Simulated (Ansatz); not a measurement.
# Ge wire along [111], 74 atoms a period, H-terminated: bands by functional

Wanted: the relaxed geometry and the bands of the Ge wire along [111], 74 atoms a period, H-terminated.

Program: Ansatz 0.2.0. Level of theory: DFT PBE, plane waves, PAW; relaxation of a wire's period; PAW set soft_1, in the first sound run; inputs show where later runs differ. Results are calculated unless marked as measured.

## Step 1: Starting point

The cell holds 116 atoms: 74 Ge and 42 H. Its edges and angles: a = 21.566 Å, b = 23.851 Å, c = 9.977 Å, α = 90.0°, β = 90.0°, γ = 90.0°. Vacuum lies along a and b. The structure's axis is c.

## Step 2: The relaxed wire

Band widths follow the bond lengths, so the wire is relaxed first. The atoms and the third cell vector are free; the box across stays fixed as vacuum. A Fermi-Dirac smearing is set since the result may be a metal. The pressure printed is a third of the stress's trace over the whole box, vacuum included; only the stress along the axis is relaxed.

Input file input.yaml:

```yaml
crystal:
  lattice:
    - [21.566, 0.0, 0.0]
    - [0.0, 23.851, 0.0]
    - [0.0, 0.0, 9.9766126516]
  atoms:
    - { symbol: Ge, position: [0.216717735, 0.352104622, 0.0] }
    - { symbol: Ge, position: [0.216717735, 0.647879661, 0.0] }
    - { symbol: Ge, position: [0.311147278, 0.499992141, 0.0] }
    - { symbol: Ge, position: [0.405576821, 0.647879661, 0.0] }
    - { symbol: Ge, position: [0.500006364, 0.795767181, 0.0] }
    - { symbol: Ge, position: [0.500006364, 0.499992141, 0.0] }
    - { symbol: Ge, position: [0.594435908, 0.647879661, 0.0] }
    - { symbol: Ge, position: [0.216717735, 0.352104622, 0.25] }
    - { symbol: Ge, position: [0.216717735, 0.647879661, 0.25] }
    - { symbol: Ge, position: [0.311147278, 0.499992141, 0.25] }
    - { symbol: Ge, position: [0.405576821, 0.352104622, 0.25] }
    - { symbol: Ge, position: [0.405576821, 0.647879661, 0.25] }
    - { symbol: Ge, position: [0.500006364, 0.204217102, 0.25] }
    - { symbol: Ge, position: [0.500006364, 0.795767181, 0.25] }
    - { symbol: Ge, position: [0.500006364, 0.499992141, 0.25] }
    - { symbol: Ge, position: [0.594435908, 0.352104622, 0.25] }
    - { symbol: Ge, position: [0.594435908, 0.647879661, 0.25] }
    - { symbol: Ge, position: [0.688865451, 0.499992141, 0.25] }
    - { symbol: Ge, position: [0.783294994, 0.352104622, 0.25] }
    - { symbol: Ge, position: [0.783294994, 0.647879661, 0.25] }
    - { symbol: H, position: [0.157655569, 0.481529015, 0.281211434] }
    - { symbol: H, position: [0.311147278, 0.241143355, 0.281211434] }
    - { symbol: H, position: [0.346514655, 0.777304054, 0.281211434] }
    - { symbol: H, position: [0.653498073, 0.777304054, 0.281211434] }
    - { symbol: H, position: [0.688865451, 0.241143355, 0.281211434] }
    - { symbol: H, position: [0.84235716, 0.481529015, 0.281211434] }
    - { symbol: H, position: [0.157655569, 0.321271908, 0.302121899] }
    - { symbol: H, position: [0.157655569, 0.617046947, 0.302121899] }
    - { symbol: H, position: [0.216717735, 0.709545088, 0.302121899] }
    - { symbol: H, position: [0.440944199, 0.173384389, 0.302121899] }
[... 80 atom lines left out ...]
    - { symbol: Ge, position: [0.405576821, 0.352104622, 0.0] }
    - { symbol: Ge, position: [0.500006364, 0.204217102, 0.0] }
    - { symbol: Ge, position: [0.594435908, 0.352104622, 0.0] }
    - { symbol: Ge, position: [0.688865451, 0.499992141, 0.0] }
    - { symbol: Ge, position: [0.783294994, 0.352104622, 0.0] }
    - { symbol: Ge, position: [0.783294994, 0.647879661, 0.0] }
kpoints:
  mp_grid: { grid: [1, 1, 9] }
scf:
  occupations: { method: fermi_dirac, width: 0.05 }
hamiltonian:
  xc: pbe
  pseudopotentials: { kind: paw, azcp: { folder: soft_1 } }
relax:
  cell: { fix: [a, b, alpha, beta, gamma] }
  max_steps: 45
  f_tol: 0.03
```

Run with:

```bash
$ ansatz run input.yaml --threads 16 --pin off --max-ram 61440MiB --backend cuda --events-out ev --progress --plain --runs-dir out --max-vram 78GiB
```

Numbers of over 12 decimals in the logs are rounded to 6 here.

The program printed:

```text
Engine: ansatz 0.2.0, aarch64-unknown-linux-gnu
Pseudopotentials: kind: paw
Pseudopotential: Ge, paw, valence charge 14, recommended cutoff 420 eV (normal), soft_1/Ge.paw.azcp
Pseudopotential: H, paw, valence charge 1, recommended cutoff 420 eV (normal), soft_1/H.paw.azcp
Functional definition: PBE
  parameter kappa = 0.804
  parameter beta = 0.066725
  exchange = pbe_x(kappa = kappa, mu = beta*pi^2/3)
  correlation = pbe_c(beta = beta)
[...]
Crystal: 116 atoms, lattice volume = 5131.677 Å³
Basis set: ecut = 420 eV, 100287 PW (Γ), exchange–correlation on 300×320×144 points (8 copies of the dense FFT grid, shifted against one another)
Bands: 655, of which v1, the nominal top of the filled ones, is band 539 counted from 1 (538 counted from 0)
Symmetry: 4 space group operations
Space group: P2/m (ITA 10), of the structure as read, at distance tolerance 1.7e-4 Å
k-points: 5 of 9
Non-local potential: Ge, projectors of the file, l = 0: 2, l = 1: 2, l = 2: 3, l = 3: 1
Non-local potential: H, projectors of the file, l = 0: 2, l = 1: 1
PAW form: soft (Blöchl's): semilocal exchange-correlation on the pseudo side does not see the compensation charge
PAW one-centre angular grid: Ge, 590 points (default); XC on 64 Gauss nodes
PAW one-centre angular grid: H, 110 points (default); XC on 64 Gauss nodes
Initial density: superposition of atomic densities (neutral atoms: chi_scale 0, normalization atom)
Initial wavefunctions: pseudopotential atomic-orbital guess
[...]
Functional: x = pbe(κ = 0.804, μ = 0.219515), c = pbe(β = 0.066725)
SCF iter   1: F=—  HF=-318496.635016 eV  |F-HF|=—  |Δ(HF+E_count)|=         —  Δρ=3.21e-2  dr2=4.39e1  ethr=3.10e-3  ⟨swp⟩=7.0  Hψ=13432  notcnv=0  defer=191
preconditioner: auto → Resta (q_TF=auto, 2.104 Å⁻¹)  ε∞=1.6  [insulator: Δε(μ)=1.198 eV  Ē_g=21.773 eV  σ=0.050 eV  W_gap=1.00  n_scr=814 (ndim 8)  ℏωp=17.0 eV  f_vac=0.541  D(μ)=0.00/eV (n_scr^D=0)  ε∞_Penn≈1.6  vacuum switching on, ρ_ref=3.4e-2 e/Å³]
SCF iter   2: F=—  HF=-318488.029618 eV  |F-HF|=—  |Δ(HF+E_count)|=    8.61e0  Δρ=1.45e-2  dr2=1.13e1  ethr=3.10e-3  ⟨swp⟩=3.0  Hψ=4015  notcnv=0  defer=477
[...]
SCF iter  12: F=-318485.824219 eV  HF=-318485.824219 eV  |F-HF|=1.96e-8  |Δ(HF+E_count)|=   6.64e-8  Δρ=8.33e-7  dr2=5.98e-8  ethr=9.28e-12  ⟨swp⟩=4.4  Hψ=9399  notcnv=0
SCF 1 converged in 12 iterations: F = -318485.824219 eV  dr2 = 5.98e-8
  greatest PAW one-centre occupation: 0.998 electrons in one spin orbital (limit 2), on the Ge atom at site 12 (counted from 0), in its partial waves of l = 2
relax step   1: F+E_penalty+E_count = -318485.82421948 eV  Δ(F+E_penalty+E_count) = +0.000e0 eV  max|allowed force component| = 2.781e-1 eV/Å  Δτ_max = 0.0000 Å  P = -0.478 GPa  Ω = 5131.677 Å³  fix = [a, b, alpha, beta, gamma]  reactions: a -0.525, b -0.526 GPa; alpha -0.000 GPa/rad  (12 SCF iters, dr2 threshold 1.00e-7 eV, accepted)
[...]
Crystal: 116 atoms, lattice volume = 5140.269 Å³
Basis set: ecut = 420 eV, 100419 PW (Γ), exchange–correlation on 300×320×144 points (8 copies of the dense FFT grid, shifted against one another)
[...]
iter 1 solved again at ethr=7.98e-5 eV; its pass at ethr=3.10e-3 eV (dr2=8.61e-1 eV) is discarded
SCF iter   1: F=—  HF=-318486.131728 eV  |F-HF|=—  |Δ(HF+E_count)|=         —  Δρ=5.60e-3  dr2=8.87e-1  ethr=7.98e-5  ⟨swp⟩=7.2  Hψ=14313  notcnv=0  defer=117
preconditioner: auto → Resta (q_TF=auto, 2.103 Å⁻¹)  ε∞=1.6  [insulator: Δε(μ)=1.395 eV  Ē_g=21.838 eV  σ=0.050 eV  W_gap=1.00  n_scr=814 (ndim 8)  ℏωp=17.0 eV  f_vac=0.583  D(μ)=0.00/eV (n_scr^D=0)  ε∞_Penn≈1.6  vacuum switching on, ρ_ref=3.5e-2 e/Å³]
SCF iter   2: F=—  HF=-318486.068119 eV  |F-HF|=—  |Δ(HF+E_count)|=   6.36e-2  Δρ=2.44e-3  dr2=4.09e-1  ethr=7.98e-5  ⟨swp⟩=3.0  Hψ=4048  notcnv=0  defer=460
[...]
SCF iter   8: F=-318486.029833 eV  HF=-318486.029834 eV  |F-HF|=1.11e-6  |Δ(HF+E_count)|=   1.82e-7  Δρ=7.78e-6  dr2=3.23e-6  ethr=4.48e-10  ⟨swp⟩=3.0  Hψ=10244  notcnv=0
SCF 2 converged in 8 iterations: F = -318486.029833 eV  dr2 = 3.23e-6
relax step   2: F+E_penalty+E_count = -318486.02983336 eV  Δ(F+E_penalty+E_count) = -2.056e-1 eV  max|allowed force component| = 1.729e-1 eV/Å  Δτ_max = 0.0922 Å  P = -0.002 GPa  Ω = 5140.269 Å³  energy of the carried Pulay correction = -1.215e-3 eV  fix = [a, b, alpha, beta, gamma]  reactions: a +0.049, b +0.049 GPa; alpha +0.000 GPa/rad  (8 SCF iters, dr2 threshold 4.83e-6 eV, accepted)
[...]
SCF 3 converged in 8 iterations: F = -318486.123345 eV  dr2 = 3.61e-7
relax step   3: F+E_penalty+E_count = -318486.12334550 eV  Δ(F+E_penalty+E_count) = -9.351e-2 eV  max|allowed force component| = 2.003e-2 eV/Å  Δτ_max = 0.0400 Å  P = -0.017 GPa  Ω = 5121.945 Å³  energy of the carried Pulay correction = +1.378e-3 eV  fix = [a, b, alpha, beta, gamma]  reactions: a -0.023, b -0.024 GPa; alpha +0.000 GPa/rad  (8 SCF iters, dr2 threshold 1.87e-6 eV, accepted)
[...]
SCF 4 converged in 6 iterations: F = -318486.121933 eV  dr2 = 5.43e-10
relax step   4: F+E_penalty+E_count = -318486.12193298 eV  Δ(F+E_penalty+E_count) = +1.413e-3 eV  max|allowed force component| = 1.997e-2 eV/Å  Δτ_max = 0.0000 Å  P = -0.017 GPa  Ω = 5121.945 Å³  fix = [a, b, alpha, beta, gamma]  reactions: a -0.023, b -0.024 GPa; alpha +0.000 GPa/rad  stress off target by 4.16e-3 GPa on what of the cell is left free  SCF on the basis re-selected at this cell (its energy is not comparable with the rows above)  (6 SCF iters)
[...]
SCF converged after 6 iterations
[...]
- { symbol: Ge, position: [0.780742, 0.451545, 0.581964] }
    - { symbol: H, position: [0.160377, 0.579403, 0.616031] }
    - { symbol: H, position: [0.254131, 0.726235, 0.616030] }
    - { symbol: H, position: [0.406252, 0.194336, 0.616029] }
    - { symbol: H, position: [0.593761, 0.194336, 0.616029] }
    - { symbol: H, position: [0.745882, 0.726235, 0.616030] }
    - { symbol: H, position: [0.839636, 0.579403, 0.616031] }
    - { symbol: H, position: [0.160377, 0.420581, 0.633969] }
    - { symbol: H, position: [0.254131, 0.273749, 0.633970] }
    - { symbol: H, position: [0.406252, 0.805648, 0.633971] }
    - { symbol: H, position: [0.593761, 0.805648, 0.633971] }
    - { symbol: H, position: [0.745882, 0.273749, 0.633970] }
    - { symbol: H, position: [0.839636, 0.420581, 0.633969] }
    - { symbol: Ge, position: [0.219271, 0.548439, 0.668036] }
    - { symbol: Ge, position: [0.313236, 0.695602, 0.668037] }
    - { symbol: Ge, position: [0.311873, 0.401779, 0.666722] }
    - { symbol: Ge, position: [0.406040, 0.255936, 0.668036] }
    - { symbol: Ge, position: [0.405848, 0.549147, 0.666544] }
    - { symbol: Ge, position: [0.500006, 0.401684, 0.666543] }
    - { symbol: Ge, position: [0.500006, 0.696418, 0.666722] }
    - { symbol: Ge, position: [0.593973, 0.255936, 0.668036] }
    - { symbol: Ge, position: [0.594165, 0.549147, 0.666544] }
    - { symbol: Ge, position: [0.686776, 0.695602, 0.668037] }
    - { symbol: Ge, position: [0.688139, 0.401779, 0.666722] }
    - { symbol: Ge, position: [0.780742, 0.548439, 0.668036] }
    - { symbol: Ge, position: [0.219303, 0.550084, 0.915566] }
    - { symbol: Ge, position: [0.311678, 0.694754, 0.915567] }
    - { symbol: Ge, position: [0.311894, 0.401790, 0.916390] }
    - { symbol: Ge, position: [0.407631, 0.255139, 0.915566] }
    - { symbol: Ge, position: [0.405886, 0.549127, 0.916812] }
    - { symbol: Ge, position: [0.500006, 0.401723, 0.916811] }
    - { symbol: Ge, position: [0.500006, 0.696395, 0.916391] }
    - { symbol: Ge, position: [0.592382, 0.255139, 0.915566] }
    - { symbol: Ge, position: [0.594127, 0.549127, 0.916812] }
    - { symbol: Ge, position: [0.688334, 0.694754, 0.915567] }
    - { symbol: Ge, position: [0.688119, 0.401790, 0.916390] }
    - { symbol: Ge, position: [0.780709, 0.550084, 0.915566] }
    - { symbol: H, position: [0.159894, 0.382842, 0.948616] }
    - { symbol: H, position: [0.160081, 0.677445, 0.948319] }
    - { symbol: H, position: [0.217746, 0.292239, 0.948614] }
    - { symbol: H, position: [0.442154, 0.824894, 0.948614] }
    - { symbol: H, position: [0.500006, 0.145083, 0.948318] }
    - { symbol: H, position: [0.557858, 0.824894, 0.948614] }
    - { symbol: H, position: [0.782266, 0.292239, 0.948614] }
    - { symbol: H, position: [0.840119, 0.382842, 0.948616] }
    - { symbol: H, position: [0.839932, 0.677445, 0.948319] }
    - { symbol: H, position: [0.160364, 0.519036, 0.966909] }
    - { symbol: H, position: [0.311947, 0.756431, 0.966911] }
    - { symbol: H, position: [0.348423, 0.224511, 0.966910] }
    - { symbol: H, position: [0.651589, 0.224511, 0.966910] }
    - { symbol: H, position: [0.688066, 0.756431, 0.966911] }
    - { symbol: H, position: [0.839649, 0.519036, 0.966909] }
    - { symbol: Ge, position: [0.405854, 0.352668, 5.38174023896833e-5] }
    - { symbol: Ge, position: [0.500006, 0.206443, 0.00159134] }
    - { symbol: Ge, position: [0.594159, 0.352668, 5.38174023896833e-5] }
    - { symbol: Ge, position: [0.688187, 0.499927, 5.481174314989057e-5] }
    - { symbol: Ge, position: [0.781047, 0.353278, 0.00180293] }
    - { symbol: Ge, position: [0.781162, 0.646767, 0.00159329] }
```

Elapsed: 17 s, on 1 × NVIDIA GB200 with 16 threads of Arm Neoverse V2, shared host; peak memory 2.3 GiB; 65 s of CPU time.

Step by step:

| step | energy less that of the first step (eV) | largest force component (eV/Å) | pressure (GPa) | volume (Å³) |
| --- | --- | --- | --- | --- |
| 1 | 0.0000 | 0.2781 | -0.48 | 5131.68 |
| 2 | -0.2056 | 0.1729 | 0.00 | 5140.27 |
| 3 | -0.2991 | 0.0200 | -0.02 | 5121.94 |
| 4 | -0.2977 | 0.0200 | -0.02 | 5121.94 |

Forces are held to the 4 operations that the run works with; a distortion that breaks them can't arise in this run.

| cell as run | before | after | change |
| --- | --- | --- | --- |
| c (Å) | 9.977 | 9.958 | -0.2 % |

The atoms that moved most (Å, along periodic axes as changes of fractional coordinates times the final cell, across vacuum about the mean position):

| atom | dx | dy | dz | length |
| --- | --- | --- | --- | --- |
| H65 | -0.059 | -0.017 | 0.015 | 0.063 |
| H71 | -0.059 | 0.017 | -0.015 | 0.063 |
| H60 | 0.059 | -0.017 | 0.015 | 0.063 |
| H66 | 0.059 | 0.017 | -0.015 | 0.063 |
| H26 | -0.058 | -0.014 | 0.019 | 0.063 |
| H110 | -0.058 | 0.014 | -0.019 | 0.063 |
| H21 | 0.058 | -0.014 | 0.019 | 0.063 |
| H105 | 0.058 | 0.014 | -0.019 | 0.063 |

This step gave:

| Item | Value |
| --- | --- |
| cell length along the wire | 9.958 Å |

The cell's length comes to 9.958 Å with spin left out.

## Step 3: The wire at its relaxed period

This step: DFT PBE, plane waves, PAW; bands of a perfect wire; PAW set soft_1 (Ansatz 0.2.0).

At the relaxed period the bands are computed along the axis; those that cross an energy going forward count the channels that a perfect wire would open there.

Input file input.yaml:

```yaml
crystal:
  lattice:
    - [21.566, 0.0, 0.0]
    - [0.0, 23.851, 0.0]
    - [0.0, 0.0, 9.9576919951]
  atoms:
    - { symbol: Ge, position: [0.21896567, 0.353277534, 0.001802927] }
    - { symbol: Ge, position: [0.218850983, 0.646766854, 0.001593291] }
    - { symbol: Ge, position: [0.311825939, 0.499926698, 5.4812e-05] }
    - { symbol: Ge, position: [0.405978439, 0.647380864, 5.5481e-05] }
    - { symbol: Ge, position: [0.500006364, 0.793420207, 0.001804625] }
    - { symbol: Ge, position: [0.500006364, 0.499992168, 0.999881586] }
    - { symbol: Ge, position: [0.59403429, 0.647380864, 5.5481e-05] }
    - { symbol: Ge, position: [0.218850983, 0.353217429, 0.248406709] }
    - { symbol: Ge, position: [0.21896567, 0.646706749, 0.248197073] }
    - { symbol: Ge, position: [0.311825939, 0.500057585, 0.249945188] }
    - { symbol: Ge, position: [0.405978439, 0.352603419, 0.249944519] }
    - { symbol: Ge, position: [0.405853644, 0.647315807, 0.249946183] }
    - { symbol: Ge, position: [0.500006364, 0.206564076, 0.248195375] }
    - { symbol: Ge, position: [0.500006364, 0.793541494, 0.248408662] }
    - { symbol: Ge, position: [0.500006364, 0.499992115, 0.250118414] }
    - { symbol: Ge, position: [0.59403429, 0.352603419, 0.249944519] }
    - { symbol: Ge, position: [0.594159084, 0.647315807, 0.249946183] }
    - { symbol: Ge, position: [0.68818679, 0.500057585, 0.249945188] }
    - { symbol: Ge, position: [0.781161746, 0.353217429, 0.248406709] }
    - { symbol: Ge, position: [0.781047059, 0.646706749, 0.248197073] }
    - { symbol: H, position: [0.160363971, 0.480948024, 0.283091361] }
    - { symbol: H, position: [0.311947009, 0.243553431, 0.283088689] }
    - { symbol: H, position: [0.348423429, 0.775472994, 0.283089555] }
    - { symbol: H, position: [0.6515893, 0.775472994, 0.283089555] }
    - { symbol: H, position: [0.68806572, 0.243553431, 0.283088689] }
    - { symbol: H, position: [0.839648758, 0.480948024, 0.283091361] }
    - { symbol: H, position: [0.160080749, 0.32253922, 0.301680928] }
    - { symbol: H, position: [0.159893827, 0.617142488, 0.301384262] }
    - { symbol: H, position: [0.217746267, 0.707745484, 0.301386137] }
    - { symbol: H, position: [0.442154327, 0.175089885, 0.301385563] }
[... 80 atom lines left out ...]
    - { symbol: Ge, position: [0.405853644, 0.352668475, 5.3817e-05] }
    - { symbol: Ge, position: [0.500006364, 0.206442789, 0.001591338] }
    - { symbol: Ge, position: [0.594159084, 0.352668475, 5.3817e-05] }
    - { symbol: Ge, position: [0.68818679, 0.499926698, 5.4812e-05] }
    - { symbol: Ge, position: [0.781047059, 0.353277534, 0.001802927] }
    - { symbol: Ge, position: [0.781161746, 0.646766854, 0.001593291] }
kpoints:
  mp_grid: { grid: [1, 1, 9] }
  band_path: { path: ["Γ", Z], npoints: 90 }
scf:
  occupations: { method: fermi_dirac, width: 0.05 }
hamiltonian:
  xc: pbe
  pseudopotentials: { kind: paw, azcp: { folder: soft_1 } }
output:
  dos: { e_range: [-5, 4] }
  write_potential: true
  write_density: true
  volumetric_format: npy
```

The program printed:

```text
[...]
Crystal: 116 atoms, lattice volume = 5121.945 Å³
Basis set: ecut = 420 eV, 100115 PW (Γ)
Bands: 655, of which v1, the nominal top of the filled ones, is band 539 counted from 1 (538 counted from 0)
Symmetry: 4 space group operations
[...]
k-points: 5 of 9
[...]
SCF iter   1: F=—  HF=-318497.150886 eV  |F-HF|=—  |Δ(HF+E_count)|=         —  Δρ=3.24e-2  dr2=4.47e1  ethr=3.10e-3  ⟨swp⟩=6.0  Hψ=12195  notcnv=0  defer=200
[...]
SCF iter   6: F=—  HF=-318486.120304 eV  |F-HF|=—  |Δ(HF+E_count)|=   1.12e-2  Δρ=2.69e-4  dr2=3.70e-3  ethr=2.69e-6  ⟨swp⟩=2.0  Hψ=5126  notcnv=0  defer=454
[...]
SCF iter  10: F=—  HF=-318486.121977 eV  |F-HF|=—  |Δ(HF+E_count)|=   5.14e-6  Δρ=6.16e-6  dr2=6.50e-6  ethr=2.43e-9  ⟨swp⟩=2.0  Hψ=3404  notcnv=0  defer=454
[...]
SCF iter  12: F=-318486.121978 eV  HF=-318486.121978 eV  |F-HF|=2.85e-8  |Δ(HF+E_count)|=   1.36e-7  Δρ=1.12e-6  dr2=5.78e-8  ethr=9.28e-12  ⟨swp⟩=11.8  Hψ=13946  notcnv=0
SCF 1 converged in 12 iterations: F = -318486.121978 eV  dr2 = 5.78e-8
[...]
NSCF: frozen V_eff on 91 k-points
[...]
SCF converged after 12 iterations
[...]
```

The job ended after 50 s (1 × NVIDIA GB200 with 16 threads; peak memory 6.9 GiB; 3.2 min of CPU time).

Reading the cycles: dr2 is the Hartree energy of the density residual (eV), the measure of convergence; HF is the Harris–Foulkes estimate of the energy, which meets the free energy F at convergence.

Numbers from this step:

- band gap on the path through both edges: 1.374 eV

(Part 1 of 2 ends here.)

[Logs are printed without paths, hosts, clocks, repeated set-up lines and the standing remarks that a program may print on its own settings, such as how far it seeks lower states.]

[Hosts, paths, dates, database ids (printed as entryN), source tags and the programs' standing remarks are cut or masked in the printed files.]
